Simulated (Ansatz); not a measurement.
# Decaying states in the gap of K2LiCl3

Wanted: the relaxed cell of K2LiCl3, its band edges and its decay constants. It is built by putting Li for Na in the K2NaCl3 structure of space group P-3m1, with the volume rescaled by atomic radii. The parent structure comes from the Materials Project.

Main program and level: Ansatz 0.2.0; r2SCAN DFT, plane waves, PAW files, in the first sound run; inputs show where later runs differ.

The structure was built from a prototype and need not be the compound's stable phase.

## 1. The structure

It takes space group P-3m1 (No. 164, trigonal). The conventional cell has a = 4.165 Å, b = 4.165 Å, c = 10.300 Å, α = 90.00°, β = 90.00°, γ = 120.00°. Nearest to K lie 6 Cl at 3.02 to 3.03 Å. Nearest to Li lie 6 Cl at 2.82 Å. Cl has 3 Li at 2.82 Å and 3 K at 3.02 Å nearest. Cl has 6 K at 3.03 Å nearest. It derives from K2NaCl3. Li for Na in the K2NaCl3 structure of space group P-3m1. Farther neighbours and most contacts between anions are not listed.

## 2. Cell and atoms at rest

The substituted atoms don't fit the parent's cell, so cell and atoms relax together. A small smearing keeps the run stable in case the gap closes on the way.

Input file input.yaml:

```yaml
crystal:
  lattice:
    - [4.164688494, 0.0, 0.0]
    - [-2.082344247, 3.6067260347, 0.0]
    - [0.0, 0.0, 10.3003852635]
  atoms:
    - { symbol: K, position: [0.3333333333, 0.6666666667, 0.67902339] }
    - { symbol: K, position: [0.6666666667, 0.3333333333, 0.32097661] }
    - { symbol: Li, position: [0.0, 0.0, 0.0] }
    - { symbol: Cl, position: [0.3333333333, 0.6666666667, 0.1429916] }
    - { symbol: Cl, position: [0.6666666667, 0.3333333333, 0.8570084] }
    - { symbol: Cl, position: [0.0, 0.0, 0.5] }
kpoints:
  mp_grid: { grid: [6, 6, 2] }
scf:
  occupations: { method: gaussian, width: 0.03 }
hamiltonian:
  xc: r2scan
output:
  forces: true
  stress: true
relax:
  f_tol: 0.02
  max_steps: 60
  cell: {}
```

The run is started by

```console
$ ansatz run input.yaml --threads 2 --pin off --max-ram 4096MiB --backend cpu --events-out ev --progress --plain --runs-dir out
```

Numbers of over 12 decimals in the logs are rounded to 6 here.

The program printed:

```text
Engine: ansatz 0.2.0, x86_64-unknown-linux-gnu
Pseudopotentials: kind: paw
Pseudopotential: K, paw, valence charge 9, recommended cutoff 500 eV (meta_gga), K.paw.azcp
Pseudopotential: Li, paw, valence charge 3, recommended cutoff 500 eV (meta_gga), Li.paw.azcp
Pseudopotential: Cl, paw, valence charge 7, recommended cutoff 500 eV (meta_gga), Cl.paw.azcp
Functional definition: r2SCAN
  parameter k0 = 0.174
  parameter k1 = 0.065
  parameter a1 = 4.9479
  exchange = r2scan_x(k0 = k0, k1 = k1, a1 = a1)
  correlation = r2scan_c
Crystal: 6 atoms, lattice volume = 154.721 Å³
Basis set: ecut = 500 eV, 3943 PW (Γ), exchange–correlation on 128×128×320 points (64 copies of the dense FFT grid, shifted against one another)
Bands: 27, of which v1, the nominal top of the filled ones, is band 21 counted from 1 (20 counted from 0)
Symmetry: 12 space group operations
Space group: P-3m1 (ITA 164), of the structure as read, at distance tolerance 5.4e-5 Å
k-points: 14 of 72
Non-local potential: K, projectors of the file, l = 0: 3, l = 1: 2, l = 2: 2
Non-local potential: Li, projectors of the file, l = 0: 3, l = 1: 2, l = 2: 1
Non-local potential: Cl, projectors of the file, l = 0: 2, l = 1: 2, l = 2: 2
PAW form: soft (Blöchl's): semilocal exchange-correlation on the pseudo side does not see the compensation charge
PAW frozen core: K, regenerated for the run's functional (the file was generated under x = pbe(κ = 0.804, μ = 0.219515), c = pbe(β = 0.066725))
PAW frozen core: Cl, regenerated for the run's functional (the file was generated under x = pbe(κ = 0.804, μ = 0.219515), c = pbe(β = 0.066725))
PAW one-centre angular grid: K, 302 points (default); XC on 160 Gauss nodes
PAW one-centre angular grid: Li, 302 points (default); XC on 327 of its mesh's 2665 points in the sphere
PAW one-centre angular grid: Cl, 302 points (default); XC on 160 Gauss nodes
Initial density: superposition of atomic densities (neutral atoms: chi_scale 0, normalization atom), corrected by the library's trained network
Initial wavefunctions: pseudopotential atomic-orbital guess
Functional: x = r2scan, c = r2scan; τ floored in thin density (d = 2e-4 eV/Å³)
SCF iter   1: F=—  HF=-6553.266317 eV  |F-HF|=—  |Δ(HF+E_count)|=         —  Δρ=4.12e-3  dr2=1.63e-2  dr2_τ=5.20e-3  ethr=1.77e-3  ⟨swp⟩=8.9  Hψ=2199  notcnv=0  defer=1
preconditioner: auto → Resta (q_TF=auto, 2.195 Å⁻¹)  ε∞=2.5  [insulator: Δε(μ)=6.050 eV  Ē_g=14.697 eV  σ=0.030 eV  W_gap=1.00  n_scr=36 (ndim 8)  ℏωp=17.9 eV  f_vac=0.036  D(μ)=0.00/eV (n_scr^D=0)  ε∞_Penn≈2.5]
SCF iter   2: F=—  HF=-6553.319343 eV  |F-HF|=—  |Δ(HF+E_count)|=   5.30e-2  Δρ=2.00e-3  dr2=3.44e-3  dr2_τ=1.45e-4  ethr=3.88e-5  ⟨swp⟩=3.0  Hψ=910  notcnv=0  defer=19
SCF iter   3: F=—  HF=-6553.319178 eV  |F-HF|=—  |Δ(HF+E_count)|=   1.65e-4  Δρ=4.08e-4  dr2=2.01e-4  dr2_τ=2.30e-5  ethr=8.19e-6  ⟨swp⟩=2.0  Hψ=632  notcnv=0  defer=5
automatic band count: iteration 3 solves 26 bands in place of 27: the levels show a gap, and the empty bands left out lie too high to hold charge; the band table lists the bands solved (type scf.n_extra_bands for more)
SCF iter   4: F=—  HF=-6553.319239 eV  |F-HF|=—  |Δ(HF+E_count)|=   6.08e-5  Δρ=5.98e-5  dr2=7.56e-6  dr2_τ=1.21e-6  ethr=4.79e-7  ⟨swp⟩=3.0  Hψ=627  notcnv=0  defer=5
SCF iter   5: F=—  HF=-6553.319395 eV  |F-HF|=—  |Δ(HF+E_count)|=   1.57e-4  Δρ=1.61e-5  dr2=4.39e-7  dr2_τ=3.99e-8  ethr=1.80e-8  ⟨swp⟩=2.0  Hψ=653  notcnv=0  defer=5
SCF iter   6: F=-6553.319395 eV  HF=-6553.319395 eV  |F-HF|=1.14e-8  |Δ(HF+E_count)|=   2.46e-7  Δρ=3.88e-6  dr2=3.03e-8  dr2_τ=6.35e-9  ethr=2.38e-10  ⟨swp⟩=4.0  Hψ=1260  notcnv=0
SCF 1 converged in 6 iterations: F = -6553.319395 eV  dr2 = 3.03e-8
  greatest PAW one-centre occupation: 0.999 electrons in one spin orbital (limit 2), on the Li atom at site 2 (counted from 0), in its partial waves of l = 0
relax step   1: F+E_penalty+E_count = -6553.31939536 eV  Δ(F+E_penalty+E_count) = +0.000e0 eV  max|allowed force component| = 4.195e-1 eV/Å  Δτ_max = 0.0000 Å  P = +0.603 GPa  Ω = 154.721 Å³  (6 SCF iters, dr2 threshold 1.00e-7 eV, accepted)
Crystal: 6 atoms, lattice volume = 154.827 Å³
Initial density: handed on by an earlier stage of this run
Initial wavefunctions: those handed on with the density
iter 1 solved again at ethr=2.22e-4 eV; its pass at ethr=3.10e-3 eV (dr2=9.34e-2 eV) is discarded
SCF iter   1: F=—  HF=-6553.290110 eV  |F-HF|=—  |Δ(HF+E_count)|=         —  Δρ=7.17e-3  dr2=9.43e-2  dr2_τ=1.40e0  ethr=2.22e-4  ⟨swp⟩=1.0  Hψ=2008  notcnv=0
automatic band count: iteration 1 solves 25 bands in place of 27: the levels show a gap, and the empty bands left out lie too high to hold charge; the band table lists the bands solved (type scf.n_extra_bands for more)
preconditioner: auto → Resta (q_TF=auto, 2.195 Å⁻¹)  ε∞=2.6  [insulator: Δε(μ)=5.529 eV  Ē_g=14.019 eV  σ=0.030 eV  W_gap=1.00  n_scr=36 (ndim 8)  ℏωp=17.9 eV  f_vac=0.044  D(μ)=0.00/eV (n_scr^D=0)  ε∞_Penn≈2.6]
SCF iter   2: F=—  HF=-6553.371620 eV  |F-HF|=—  |Δ(HF+E_count)|=   8.15e-2  Δρ=3.15e-3  dr2=1.76e-2  dr2_τ=1.44e-3  ethr=2.22e-4  ⟨swp⟩=3.2  Hψ=745  notcnv=0
SCF iter   3: F=—  HF=-6553.367373 eV  |F-HF|=—  |Δ(HF+E_count)|=   4.25e-3  Δρ=8.11e-4  dr2=1.23e-3  dr2_τ=3.33e-4  ethr=4.18e-5  ⟨swp⟩=2.5  Hψ=655  notcnv=0
SCF iter   4: F=—  HF=-6553.367414 eV  |F-HF|=—  |Δ(HF+E_count)|=   4.09e-5  Δρ=3.93e-4  dr2=3.68e-4  dr2_τ=9.92e-6  ethr=2.93e-6  ⟨swp⟩=1.0  Hψ=350  notcnv=0
SCF iter   5: F=—  HF=-6553.367547 eV  |F-HF|=—  |Δ(HF+E_count)|=   1.33e-4  Δρ=5.63e-5  dr2=6.58e-6  dr2_τ=4.97e-7  ethr=8.77e-7  ⟨swp⟩=2.0  Hψ=511  notcnv=0
SCF iter   6: F=—  HF=-6553.367548 eV  |F-HF|=—  |Δ(HF+E_count)|=   4.10e-7  Δρ=1.64e-5  dr2=6.03e-7  dr2_τ=4.53e-8  ethr=1.57e-8  ⟨swp⟩=2.0  Hψ=607  notcnv=0
SCF iter   7: F=-6553.367548 eV  HF=-6553.367548 eV  |F-HF|=9.83e-10  |Δ(HF+E_count)|=   4.45e-8  Δρ=4.08e-6  dr2=2.86e-8  dr2_τ=5.69e-9  ethr=1.43e-9  ⟨swp⟩=4.0  Hψ=1208  notcnv=0
SCF 2 converged in 7 iterations: F = -6553.367548 eV  dr2 = 2.86e-8
relax step   2: F+E_penalty+E_count = -6553.36754773 eV  Δ(F+E_penalty+E_count) = -4.815e-2 eV  max|allowed force component| = 2.136e-1 eV/Å  Δτ_max = 0.1962 Å  P = +0.142 GPa  Ω = 154.827 Å³  energy of the carried Pulay correction = -8.655e-6 eV  (7 SCF iters, dr2 threshold 6.00e-7 eV, accepted)
Crystal: 6 atoms, lattice volume = 155.679 Å³
Basis set: ecut = 500 eV, 3969 PW (Γ), exchange–correlation on 128×128×320 points (64 copies of the dense FFT grid, shifted against one another)
iter 1 solved again at ethr=2.46e-5 eV; its pass at ethr=3.10e-3 eV (dr2=1.03e-2 eV) is discarded
SCF iter   1: F=—  HF=-6553.344277 eV  |F-HF|=—  |Δ(HF+E_count)|=         —  Δρ=2.41e-3  dr2=1.04e-2  dr2_τ=1.51e-1  ethr=2.46e-5  ⟨swp⟩=1.1  Hψ=2067  notcnv=0
automatic band count: iteration 1 solves 25 bands in place of 27: the levels show a gap, and the empty bands left out lie too high to hold charge; the band table lists the bands solved (type scf.n_extra_bands for more)
preconditioner: auto → Resta (q_TF=auto, 2.193 Å⁻¹)  ε∞=2.6  [insulator: Δε(μ)=5.832 eV  Ē_g=14.165 eV  σ=0.030 eV  W_gap=1.00  n_scr=36 (ndim 8)  ℏωp=17.9 eV  f_vac=0.042  D(μ)=0.00/eV (n_scr^D=0)  ε∞_Penn≈2.6]
SCF iter   2: F=—  HF=-6553.384011 eV  |F-HF|=—  |Δ(HF+E_count)|=   3.97e-2  Δρ=8.77e-4  dr2=1.13e-3  dr2_τ=1.27e-4  ethr=2.46e-5  ⟨swp⟩=2.5  Hψ=695  notcnv=0
SCF iter   3: F=—  HF=-6553.383825 eV  |F-HF|=—  |Δ(HF+E_count)|=   1.86e-4  Δρ=2.51e-4  dr2=6.10e-5  dr2_τ=1.10e-5  ethr=2.68e-6  ⟨swp⟩=2.0  Hψ=564  notcnv=0
SCF iter   4: F=—  HF=-6553.383999 eV  |F-HF|=—  |Δ(HF+E_count)|=   1.74e-4  Δρ=7.33e-5  dr2=1.14e-5  dr2_τ=6.27e-7  ethr=1.45e-7  ⟨swp⟩=2.1  Hψ=490  notcnv=0
SCF iter   5: F=-6553.384001 eV  HF=-6553.384001 eV  |F-HF|=3.02e-8  |Δ(HF+E_count)|=   2.04e-6  Δρ=1.59e-5  dr2=3.85e-7  dr2_τ=5.03e-8  ethr=1.43e-9  ⟨swp⟩=3.0  Hψ=1522  notcnv=0
SCF 3 converged in 5 iterations: F = -6553.384001 eV  dr2 = 3.85e-7
relax step   3: F+E_penalty+E_count = -6553.38400113 eV  Δ(F+E_penalty+E_count) = -1.645e-2 eV  max|allowed force component| = 1.422e-2 eV/Å  Δτ_max = 0.0649 Å  P = +0.065 GPa  Ω = 155.679 Å³  energy of the carried Pulay correction = -7.792e-5 eV  (5 SCF iters, dr2 threshold 6.00e-7 eV, accepted)
[...]
relax step   4: F+E_penalty+E_count = -6553.38545482 eV  Δ(F+E_penalty+E_count) = -1.454e-3 eV  max|allowed force component| = 9.896e-3 eV/Å  Δτ_max = 0.0020 Å  P = +0.007 GPa  Ω = 155.865 Å³  energy of the carried Pulay correction = -9.299e-5 eV  (5 SCF iters, dr2 threshold 1.96e-7 eV, accepted)
[...]
relax step   5: F+E_penalty+E_count = -6553.38570189 eV  Δ(F+E_penalty+E_count) = -2.471e-4 eV  max|allowed force component| = 6.382e-4 eV/Å  Δτ_max = 0.0033 Å  P = -0.015 GPa  Ω = 155.869 Å³  energy of the carried Pulay correction = -9.329e-5 eV  (5 SCF iters, dr2 threshold 1.88e-8 eV, accepted)
Initial wavefunctions: pseudopotential atomic-orbital guess (no wavefunctions were taken with the density)
iter 1 solved again at ethr=1.95e-7 eV; its pass at ethr=3.10e-3 eV (dr2=8.21e-5 eV) is discarded
SCF iter   1: F=—  HF=-6553.385648 eV  |F-HF|=—  |Δ(HF+E_count)|=         —  Δρ=5.16e-5  dr2=1.66e-7  dr2_τ=5.78e-7  ethr=1.95e-7  ⟨swp⟩=3.6  Hψ=3131  notcnv=0
preconditioner: auto → Resta (q_TF=auto, 2.193 Å⁻¹)  ε∞=2.5  [insulator: Δε(μ)=5.859 eV  Ē_g=14.663 eV  σ=0.030 eV  W_gap=1.00  n_scr=36 (ndim 8)  ℏωp=17.8 eV  f_vac=0.042  D(μ)=0.00/eV (n_scr^D=0)  ε∞_Penn≈2.5]
SCF iter   2: F=—  HF=-6553.385813 eV  |F-HF|=—  |Δ(HF+E_count)|=   1.65e-4  Δρ=2.62e-5  dr2=4.52e-8  dr2_τ=4.89e-7  ethr=3.95e-10  ⟨swp⟩=2.0  Hψ=672  notcnv=0
SCF iter   3: F=—  HF=-6553.385811 eV  |F-HF|=—  |Δ(HF+E_count)|=   2.19e-6  Δρ=1.04e-6  dr2=1.12e-9  dr2_τ=3.58e-10  ethr=1.08e-10  ⟨swp⟩=2.0  Hψ=672  notcnv=0
SCF iter   4: F=—  HF=-6553.385811 eV  |F-HF|=—  |Δ(HF+E_count)|=   2.15e-9  Δρ=4.25e-7  dr2=1.75e-10  dr2_τ=6.49e-11  ethr=2.66e-12  ⟨swp⟩=2.0  Hψ=672  notcnv=0
SCF iter   5: F=-6553.385811 eV  HF=-6553.385811 eV  |F-HF|=9.09e-13  |Δ(HF+E_count)|=  5.88e-10  Δρ=6.65e-8  dr2=9.24e-12  dr2_τ=1.53e-12  ethr=1.00e-12  ⟨swp⟩=4.0  Hψ=1298  notcnv=0
SCF 6 converged in 5 iterations: F = -6553.385811 eV  dr2 = 9.24e-12
relax step   6: F+E_penalty+E_count = -6553.38581079 eV  Δ(F+E_penalty+E_count) = -1.089e-4 eV  max|allowed force component| = 6.745e-4 eV/Å  Δτ_max = 0.0000 Å  P = -0.016 GPa  Ω = 155.869 Å³  stress off target by 1.59e-2 GPa  SCF on the basis re-selected at this cell (its energy is not comparable with the rows above)  (5 SCF iters)
basis re-selected at this cell: Δ(F+E_penalty+E_count) = -1.089e-4 eV, ΔP = -0.001 GPa vs the last step (what re-selecting the basis moved, of the pressure what is left beyond the Pulay correction that the steps carried, after the strain that the cell walked since its last selection, with what the two solves' SCF thresholds leave and, on support functions, any second-order correction that the steps lacked; it is no m [...]
SCF converged after 5 iterations
Free energy (F): -6553.385811 eV
Harris-Foulkes:  -6553.385811 eV  (|F-HF|=9.09e-13)
Internal energy: -6553.385811 eV  (E = F + TS)
E sigma→0 (E₀):  -6553.385811 eV
Fermi energy:    3.790470 eV
--- Per-component energies (eV) ---
  E_band       = -390.234255
  E_kinetic    = 1014.594633
  E_local      = -1974.115992  (includes V_loc(G=0)·N_el)
  E_nonlocal   = 76.612177
  E_hartree    = 647.706641
  E_xc         = -593.055712
  E_vxc        = -795.160091  (∫ρ·V_xc dr)
  E_paw        = -3597.365076  (= ΣΔE_a)
  E_vpaw       = -52.405456  (= ΣTr[D̂ρ^β])
  E_aug_tail   = 0.000005  (compensation charges beyond the density's cutoff)
  E_vtau       = 44.827170  (kinetic-family band-sum trace: ∫τ·v_τ [+ j·A + Jᵃ·Aᵃ] dr)
  E_ewald      = -2126.960897
  E_core_change = -0.801591  (= ΣΔE_core)
  E_smearing   = -0.000000  (= −TS)
  E_closure    = 0.000000  (closes the sum)
  Σ components = -6553.385811   (vs F -6553.385811, Δ=0.00e0)
--- Forces (eV/Å), atoms counted from 1 ---
  atom   1  K     -0.00000000    -0.00000000    -0.00067447
  atom   2  K      0.00000000     0.00000000     0.00067447
  atom   3  Li     0.00000000    -0.00000000     0.00000000
  atom   4  Cl     0.00000000    -0.00000000     0.00047892
  atom   5  Cl    -0.00000000     0.00000000    -0.00047892
  atom   6  Cl    -0.00000000    -0.00000000     0.00000000
  max |Σ_I F_I| component: 4.70e-18 eV/Å
--- Stress (GPa, compression-positive) ---
       -0.015851       0.000000       0.000000
        0.000000      -0.015851      -0.000000
        0.000000      -0.000000      -0.014885
  P = ⅓ Tr σ = -0.0155 GPa (-0.155 kbar)
--- Relaxed structure (5 steps of the walk, 5 accepted, 1 SCFs on fresh bases) ---
  F+E_penalty+E_count = -6553.38581079 eV   max|allowed force component| = 6.745e-4 eV/Å   (the final SCF, on the basis selected at the relaxed cell)
  cell:  # Å, volume = 155.8689 Å³
    - [4.133286, 0, 4.699356427024796e-18]
    - [-2.066643, 3.579531, -2.349678213512389e-18]
    - [1.1622761644305408e-17, 0, 10.535085]
  atoms:
    - { symbol: K, position: [0.333333, 0.666667, 0.684829] }
    - { symbol: K, position: [0.666667, 0.333333, 0.315171] }
    - { symbol: Li, position: [0, 0, 0] }
    - { symbol: Cl, position: [0.333333, 0.666667, 0.129730] }
    - { symbol: Cl, position: [0.666667, 0.333333, 0.870270] }
    - { symbol: Cl, position: [0, 0, 0.500000] }
```

The job ended after 22 s (2 threads of Intel Xeon Platinum 8175M at 2.50GHz (Skylake/Cascade Lake), shared host; peak memory 0.86 GiB; 43 s of CPU time).

Step by step:

```csv
step,energy less that of the first step (eV),largest force component (eV/Å),pressure (GPa),volume (Å³)
1,0.0000,0.4195,0.60,154.72
2,-0.0482,0.2136,0.14,154.83
3,-0.0646,0.0142,0.06,155.68
4,-0.0661,0.0099,0.01,155.87
5,-0.0663,0.0006,-0.01,155.87
6*,-0.0664,0.0007,-0.02,155.87
```

Relaxation steps marked * repeat the geometry before them on a plane-wave basis chosen anew for their cell, so energy and pressure can jump there.

Forces are held to the 12 operations that the run works with; a distortion that breaks them can't arise in this run.

```csv
"conventional cell, symmetrised",before,after,change
a (Å),4.165,4.133,-0.8 %
b (Å),4.165,4.133,-0.8 %
c (Å),10.300,10.535,+2.3 %
volume (Å³/atom),25.79,25.98,+0.7 %
```

The atoms that moved most (Å, as changes of fractional coordinates times the final cell):

```csv
atom,dx,dy,dz,length
Cl4,0.000,0.000,-0.140,0.140
Cl5,0.000,0.000,0.140,0.140
K1,0.000,0.000,0.061,0.061
K2,0.000,0.000,-0.061,0.061
```

The relaxed structure:

```xyz
6
Lattice="4.1333 0.0000 0.0000 -2.0666 3.5795 0.0000 0.0000 0.0000 10.5351" Properties=species:S:1:pos:R:3 pbc="T T T"
K     0.0000    2.3864    7.2147
K     2.0666    1.1932    3.3204
Li    0.0000    0.0000    0.0000
Cl    0.0000    2.3864    1.3667
Cl    2.0666    1.1932    9.1684
Cl    0.0000    0.0000    5.2675
```

Numbers from this step:

```yaml
free_energy: -6553.3858 eV
fermi_energy: 3.790 eV
pressure: -0.01553 GPa
```

The largest force component on a free atom ends at 6.7e-4 eV/Å.

## 3. The bulk crystal and its band edges

The energy window and the wavevectors of the next steps follow from the band edges, so these are searched first, off the mesh as well.

Input file input.yaml:

```yaml
crystal:
  lattice:
    - [4.1332859277, 0.0, 0.0]
    - [-2.0666429638, 3.5795306145, 0.0]
    - [0.0, 0.0, 10.5350849794]
  atoms:
    - { symbol: K, position: [0.3333333333, 0.6666666667, 0.6848287943] }
    - { symbol: K, position: [0.6666666667, 0.3333333333, 0.3151712057] }
    - { symbol: Li, position: [0.0, 0.0, 0.0] }
    - { symbol: Cl, position: [0.3333333333, 0.6666666667, 0.1297295142] }
    - { symbol: Cl, position: [0.6666666667, 0.3333333333, 0.8702704858] }
    - { symbol: Cl, position: [0.0, 0.0, 0.5] }
kpoints:
  mp_grid: { grid: [6, 6, 4] }
  band_path: { path: [VBM, CBM], npoints: 30 }
scf:
  occupations: { method: fixed }
hamiltonian:
  xc: r2scan
output:
  eigenvalues: true
  write_potential: true
  write_density: true
  volumetric_format: npy
```

The program printed:

```text
[...]
Crystal: 6 atoms, lattice volume = 155.869 Å³
Basis set: ecut = 500 eV, 3981 PW (Γ), exchange–correlation on 128×128×320 points (64 copies of the dense FFT grid, shifted against one another)
Bands: 27, of which v1, the nominal top of the filled ones, is band 21 counted from 1 (20 counted from 0)
Symmetry: 12 space group operations
[...]
k-points: 24 of 144
[...]
SCF iter   1: F=—  HF=-6553.333186 eV  |F-HF|=—  |Δ(HF+E_count)|=         —  Δρ=4.12e-3  dr2=1.65e-2  dr2_τ=4.84e-3  ethr=1.77e-3  ⟨swp⟩=4.8  Hψ=2768  notcnv=0  defer=87
[...]
SCF iter   6: F=-6553.385809 eV  HF=-6553.385809 eV  |F-HF|=6.45e-9  |Δ(HF+E_count)|=   2.76e-7  Δρ=3.76e-6  dr2=2.15e-8  dr2_τ=5.74e-9  ethr=2.38e-10  ⟨swp⟩=12.2  Hψ=3505  notcnv=0
SCF 1 converged in 6 iterations: F = -6553.385809 eV  dr2 = 2.15e-8
[...]
NSCF: frozen V_eff on 34 k-points
[...]
SCF converged after 6 iterations
Free energy (F): -6553.385809 eV
[...]
Internal energy: -6553.385809 eV  (E = F + TS)
E sigma→0 (E₀):  -6553.385809 eV
Fermi energy:    0.860833 eV
[...]
--- Band table (eV; the first three rows and the last of 24) ---
  k-point 0: bands = [... 17 lower, 0.6002, 0.8003, 0.8003, 0.8608, 6.7201, 8.1227, 8.7570, 9.0371, ... 2 higher]
  k-point 1: bands = [... 17 lower, 0.6470, 0.7715, 0.7797, 0.7797, 6.9033, 7.9434, 8.5297, 9.0328, ... 2 higher]
  k-point 2: bands = [... 17 lower, 0.7066, 0.7066, 0.7365, 0.7365, 7.2769, 7.5210, 8.4459, 9.0349, ... 2 higher]
  k-point 23: bands = [... 17 lower, 0.0563, 0.1469, 0.6453, 0.6453, 9.0874, 9.4221, 9.4221, 9.6560, ... 2 higher]
```

Wall time 14 s (2 threads); peak memory 0.73 GiB; 28 s of CPU time.

Reading the cycles: dr2 is the Hartree energy of the density residual (eV), the measure of convergence; HF is the Harris–Foulkes estimate of the energy, which meets the free energy F at convergence.

This step gave:

- Fermi energy: 0.8608 eV
- gap on the k-mesh: 5.859 eV
- gap on path: 5.859 eV, by band count; negative where bands overlap
- direct gap on path: 5.859 eV
- edge places on path: 0, 0 1/A along the path

Levels at VBM (eV): -1.38, -1.12, -0.34, -0.34, -0.26, -0.26, -0.06, -0.06, 0.00, 5.86, 7.26, 7.90.

The searched edges give 5.86 eV, as on the mesh.

[end of part 1 of 3]

[Logs are printed without paths, hosts, clocks, repeated set-up lines and the standing remarks that a program may print on its own settings, such as how far it seeks lower states.]

[Hosts, paths, dates, database ids (printed as entryN), source tags and the programs' standing remarks are cut or masked in the printed files.]
